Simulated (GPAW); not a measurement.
# Cu3Te: optical spectrum from first principles, part 2 of 2

Aim: the dielectric function of Cu3Te, and the optical constants that follow from it.

GPAW 26.7.0; DFT, RPBE, plane-wave PAW (GPAW data sets), scalar-relativistic, RPA, optical limit.

So far. Step 2 (Ground state): There are states at the Fermi level within the smearing, so the occupations stay smeared and the carriers get a Drude term.

## Step 4: Dielectric function, RPA

Local fields let the induced charge screen the field inside the cell, which as a rule lowers ε, most along directions where the density is uneven.

This step: DFT, RPBE, plane-wave PAW (GPAW data sets), scalar-relativistic, RPA, optical limit (GPAW 26.7.0).

Input file df.py:

```python
from gpaw.response.df import DielectricFunction

df = DielectricFunction('full.gpw', frequencies={'type': 'nonlinear', 'domega0': 0.03, 'omega2': 8},
                        ecut=50,
                        eta=0.2,
                        nbands=51,
                        rate=0.2,
                        txt='df.txt')
for direction in ['x']:
    df.get_dielectric_function(xc='RPA', direction=direction, filename=f'df_{direction}.csv')
```

Launch:

```
OMP_NUM_THREADS=1 python df.py
```

Output:

```text
Using integrator: PointIntegrator
NonLinearFrequencyDescriptor(from 0.000 to 48.709 eV, 462 points)
Nonperiodic BCs:  [False False False]
Using integrator: PointIntegrator
NonLinearFrequencyDescriptor(from 0.000 to 48.709 eV, 462 points)
Nonperiodic BCs:  [False False False]
Using integrator: PointIntegrator

Calculating chi0 body with:
    Ground state adapter containing:
    Number of spins: 1
    Number of kpoints: 512
    Number of irreducible kpoints: 35
    Number of completely occupied states: 17
    Number of partially occupied states: 23

    Linear response parametrization:
    q_c: [0.0, 0.0, 0.0]
    Number of frequency points: 462
    Planewave cutoff: 50.0
    Number of bands: 51
    Number of planewaves: 57
    Broadening (eta): 0.2

Integrating chi0 body.

Symmetries of q_c:
    Direct symmetries (Uq -> q): 48
    Indirect symmetries (TUq -> q): 0
In total 48 allowed symmetries.

35 groups of equivalent kpoints. 93.1640625% reduction.

Integral kind: spectral function

Calculating chi0 optical extensions with:
    Ground state adapter containing:
    Number of spins: 1
    Number of kpoints: 512
    Number of irreducible kpoints: 35
    Number of completely occupied states: 17
    Number of partially occupied states: 23

    Linear response parametrization:
    Number of frequency points: 462
    Planewave cutoff: 50.0
    Number of bands: 51
    Number of planewaves: 57
    Broadening (eta): 0.2
Integrating chi0 head and wings.

Symmetries of q_c:
    Direct symmetries (Uq -> q): 48
    Indirect symmetries (TUq -> q): 0
In total 48 allowed symmetries.

35 groups of equivalent kpoints. 93.1640625% reduction.

Integral kind: spectral function wings

Calculating drude chi0 with:
    Number of frequency points:462
    Plasma frequency decay rate: 0.2 eV

    Ground state adapter containing:
    Number of spins: 1
    Number of kpoints: 512
    Number of irreducible kpoints: 35
    Number of completely occupied states: 17
    Number of partially occupied states: 23

Symmetries of q_c:
    Direct symmetries (Uq -> q): 48
    Indirect symmetries (TUq -> q): 0
In total 48 allowed symmetries.

35 groups of equivalent kpoints. 93.1640625% reduction.

Integral kind: intraband
Plasma frequency:
[[5.35+0.j 0.  +0.j 0.  +0.j]
 [0.  +0.j 5.35+0.j 0.  +0.j]
 [0.  +0.j 0.  +0.j 5.35+0.j]]
```

Elapsed: 8.3 s, on 1 thread of Intel Xeon Platinum 8488C (Sapphire Rapids), shared host; peak memory 0.29 GiB.

Some rows of df_x.csv (energy; Re and Im without local fields; Re and Im with them):

```text
0.000000, 744.658545, 0.000000, 744.137899, 0.000000
0.460735, -51.787736, 89.005825, -52.316253, 88.954322
0.943989, 0.348574, 21.093849, -0.275243, 20.940347
1.451455, 14.045439, 30.065134, 13.598501, 29.489876
1.984998, -3.233815, 26.633022, -3.528556, 26.528365
2.546682, -1.378514, 17.198293, -1.651789, 16.633678
3.138794, -3.213781, 15.222767, -3.072794, 14.670818
3.763875, -2.255574, 9.977715, -2.218116, 9.701862
4.424758, -3.587638, 8.896002, -3.443042, 8.719782
5.124608, -1.841007, 7.063671, -1.857714, 6.891213
5.866977, -2.419907, 6.198817, -2.418983, 6.013042
6.655862, -2.365747, 6.003087, -2.140053, 5.713799
7.495775, -2.479912, 3.843319, -2.372038, 3.695475
8.391833, -2.593464, 3.285670, -2.312001, 3.315679
9.349861, -2.101683, 2.245611, -1.975962, 2.273187
10.376517, -1.639897, 1.443903, -1.595409, 1.485896
11.479449, -1.017944, 1.319855, -0.919497, 1.291121
12.667487, -0.956899, 0.817321, -0.914160, 0.848740
13.950874, -0.309553, 0.635519, -0.294346, 0.630371
```

Sum at mesh points, not converged in k. Im ε, E ∥ x against photon energy; read off at these points:

```
photon energy (eV)  Im ε, E ∥ x
               1.0         20.0
               1.5         31.4
               2.0         25.9
               2.5         16.9
               3.0         15.2
               3.5         11.3
               4.0         10.2
               4.5         8.15
               5.0         6.92
               5.5         6.91
               6.0         5.69
               6.5         5.65
               7.0         4.94
               7.5         3.69
               8.0         3.78
               8.5         3.16
               9.0         2.59
               9.5         2.18
              10.0         1.82
              10.5         1.40
              11.0         1.27
              11.5         1.30
              12.0         1.27
              12.5        0.943
              13.0        0.677
              13.5        0.620
              14.0        0.631
              14.5        0.676
```

Values under 1 per cm are given as 1; sum at mesh points, not converged in k. Table of absorption coefficient, E ∥ x by photon energy:

photon energy (eV), log10 absorption coefficient, E ∥ x (1/cm) and a bar from the least value:
```
    1.010        5.5 
    1.486        5.7 #########
    1.985        5.9 ##################
    2.508        5.9 ##################
    3.018        6.0 #####################
    3.510        6.0 ######################
    3.980        6.0 ######################
    4.516        6.1 #########################
    4.981        6.0 ########################
    5.515        6.1 #########################
    6.021        6.1 ##########################
    6.494        6.1 ###########################
    6.985        6.2 #############################
    7.496        6.1 ############################
    8.026        6.2 #############################
    8.516        6.2 ##############################
    9.023        6.2 ##############################
    9.483        6.2 ##############################
   10.026        6.2 ##############################
   10.519        6.2 #############################
   11.029        6.1 ###########################
   11.479        6.1 ###########################
   12.023        6.2 #############################
   12.504        6.1 ############################
   13.000        6.1 ##########################
   13.512        6.0 #######################
   14.040        6.0 ######################
   14.493        6.0 #####################
```

Sum at mesh points, not converged in k. Im ε, E ∥ x against photon energy; read off at these points:

```csv
photon energy (eV),without local fields,with local fields
1.0,20.1,20.0
1.5,32.0,31.4
2.0,26.0,25.9
2.5,17.4,16.9
3.0,15.8,15.2
3.5,11.6,11.3
4.0,10.5,10.2
4.5,8.28,8.15
5.0,7.09,6.92
5.5,7.13,6.91
6.0,5.92,5.69
6.5,5.98,5.65
7.0,5.07,4.94
7.5,3.84,3.69
8.0,3.99,3.78
8.5,3.11,3.16
9.0,2.60,2.59
9.5,2.16,2.18
10.0,1.77,1.82
10.5,1.38,1.40
11.0,1.29,1.27
11.5,1.32,1.30
12.0,1.22,1.27
12.5,0.908,0.943
13.0,0.637,0.677
13.5,0.604,0.620
14.0,0.636,0.631
14.5,0.685,0.676
```

Sum at mesh points, not converged in k. Table of reflectivity at normal incidence, E ∥ x by photon energy; read off at these points:

| photon energy (eV) | reflectivity at normal incidence, E ∥ x (%) |
| --- | --- |
| 1.00 | 51.2 |
| 1.50 | 56.8 |
| 2.00 | 60.5 |
| 2.50 | 52.9 |
| 3.00 | 52.3 |
| 3.50 | 52.2 |
| 4.00 | 47.4 |
| 4.50 | 50.1 |
| 5.00 | 43.2 |
| 5.50 | 43.1 |
| 6.00 | 43.4 |
| 6.50 | 42.2 |
| 7.00 | 47.6 |
| 7.15 | 48.1 |
| 7.50 | 45.6 |
| 8.00 | 44.2 |
| 8.50 | 47.0 |
| 9.00 | 46.8 |
| 9.50 | 46.9 |
| 10.00 | 48.6 |
| 10.24 | 49.4 |
| 10.50 | 48.6 |
| 11.00 | 43.1 |
| 11.50 | 38.1 |
| 12.00 | 41.4 |
| 12.50 | 45.5 |
| 12.83 | 47.6 |
| 13.00 | 46.5 |
| 13.50 | 37.9 |
| 14.00 | 30.1 |
| 14.50 | 23.9 |

Sum at mesh points, not converged in k. Table of loss function −Im 1/ε at q → 0, E ∥ x by energy loss; read off at these points:

```csv
energy loss (eV),"loss function −Im 1/ε at q → 0, E ∥ x"
1.0,0.0487
1.5,0.0279
2.0,0.0378
2.5,0.0588
3.0,0.0645
3.5,0.0800
4.0,0.0938
4.5,0.104
5.0,0.134
5.5,0.135
6.0,0.153
6.5,0.158
7.0,0.151
7.5,0.192
8.0,0.197
8.5,0.203
9.0,0.233
9.5,0.260
10.0,0.277
10.5,0.334
11.0,0.444
11.5,0.515
12.0,0.469
12.5,0.520
13.0,0.683
13.5,1.06
14.0,1.33
14.5,1.41
```

Optical constants at common wavelengths, from n + ik = √ε:

```csv
wavelength (nm),n,k,R (%),1/α
800,4.61,3.507,57.9,18 nm
633,3.52,3.904,60.5,13 nm
532,2.76,3.215,54.9,13 nm
450,2.71,2.970,52.0,12 nm
405,2.52,2.979,52.6,11 nm
308,2.03,2.515,47.6,9.7 nm
248,1.62,2.134,43.2,9.2 nm
```

In reflection the computed colour is light grey: x = 0.325, y = 0.337, luminous reflectivity 57 %.

## Step 5: Outcome

**Reading.** At this level (RPBE, RPA) Cu3Te is a metal. The mesh is too coarse to trust the carriers' weight, the reflectivity or the colour to better than tens of per cent. In reflection the computed colour is light grey: x = 0.325, y = 0.337, luminous reflectivity 57 %. The carriers' damping of 0.2 eV is typed, not computed; it shapes the response at the lowest energies. Spin-orbit coupling is left out although heavy atoms are present. In this version of GPAW the matrix elements of the optical limit are incomplete, which can lower ε − 1 by up to a tenth where first-row anions or d states rule, and shift it by more in d metals. GPAW's carrier term has the form −ωp²/(ω + i·rate)², which damps like twice the rate and fails at low energy, so the curves leave the lowest energies out. The sum runs over mesh points 0.20 Å⁻¹ apart with no interpolation, so peaks are partly noise of the mesh, and the Drude plasma energy, a sum over the Fermi surface, isn't converged.

[Machine, clock and banner lines and Python warnings are left out of the logs.]

[Logs are printed without paths, hosts, clocks, repeated set-up lines and the standing remarks that a program may print on its own settings, such as how far it seeks lower states.]

[Hosts, paths, dates, database ids (printed as entryN), source tags and the programs' standing remarks are cut or masked in the printed files.]
